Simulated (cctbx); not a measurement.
# Lattice, Laue class and space group of a new crystal

Cell: a = 4.8030 Å, b = 4.8030 Å, c = 10.5500 Å, α = 90.00°, β = 90.00°, γ = 90.00°. Expected content of the cell: Pb2 Ho4 Sm2.

Simulated single-crystal data (cctbx): Mo Kα, λ = 0.71073 Å, to d = 0.65 Å, 70 % of the full sphere, strongest reflection 20000 counts, noise from counting, a 3 % proportional error and a noise floor of 15 counts (s.d.); no absorption.

Tests on the unmerged data give:

```text
2586 reflections to d = 0.652 A
centring   violations  <I/sigma> of those
    A        280 of  1283      4.8
    B        271 of  1296      4.8
    C        229 of  1297      1.8
    I          0 of  1307      0.0
    R        384 of  1724      5.0
    F        390 of  1938      3.8
Laue class    unique    Rint  (classes that these axes allow; Friedel mates merged)
I 1 2/m 1         497   0.026
I 1 1 2/m         483   0.025
I 2/m 1 1         498   0.025
I m m m           291   0.028
I 4/m             248   0.029
I 4/m m m         165   0.030
space group    extra absences  I>4sigma  <I/sigma>
I 4 2 2                 0          0         -  acentric
I 41 2 2                5          0       1.4  acentric
I 4 m m                 0          0         -  acentric
I 41 m d               93          0       1.1  acentric
I -4 m 2                0          0         -  acentric
I -4 2 m                0          0         -  acentric
I -4 2 d               93          0       1.1  acentric
I 4/m m m               0          0         -  centric
I 41/a m d :1         120          0       1.0  centric
I 41/a m d :2         120          0       1.0  centric
Wilson B = 0.41 A^2   <|E^2-1|> = 1.129 (0.968 centric, 0.736 acentric)   E^2>4: 6.1 %
shell (A)         n   <I/sigma>
 4.37 - 1.30     27     26.4
 1.30 - 1.03     22     24.2
 1.03 - 0.90     19     24.1
 0.90 - 0.82     22     28.3
 0.82 - 0.76     18     27.0
 0.76 - 0.72     18     23.8
 0.72 - 0.68     16     21.6
 0.68 - 0.65     23     27.9
```

Q: Read the symmetry from these tables.

The reflections that I centring forbids are absent (⟨I/σ⟩ near 0), so the lattice is I.

Rint stays low (0.025 to 0.030) up to I 4/m m m, the highest class in these axes.

10 settings pass the absence test. The most absences obeyed, 120, belong to I 41/a m d alone.

⟨|E²−1|⟩ = 1.129 is above even the centric ideal, a mark of pseudo-translation (a class of systematically weak reflections). The Wilson B of 0.41 Å² means U ≈ 0.0052 Å².

The true group is I4/mmm (no. 139), Laue class 4/mmm, centrosymmetric. It passes the tests but isn't the first choice, because the arrangement of the atoms makes further classes of reflections very weak or absent.

The model was made for the exercise: a known structure type with other elements put in, its volume estimated, not relaxed; displacement parameters are assumed.

[Logs are printed without paths, hosts, clocks, repeated set-up lines and the standing remarks that a program may print on its own settings, such as how far it seeks lower states.]
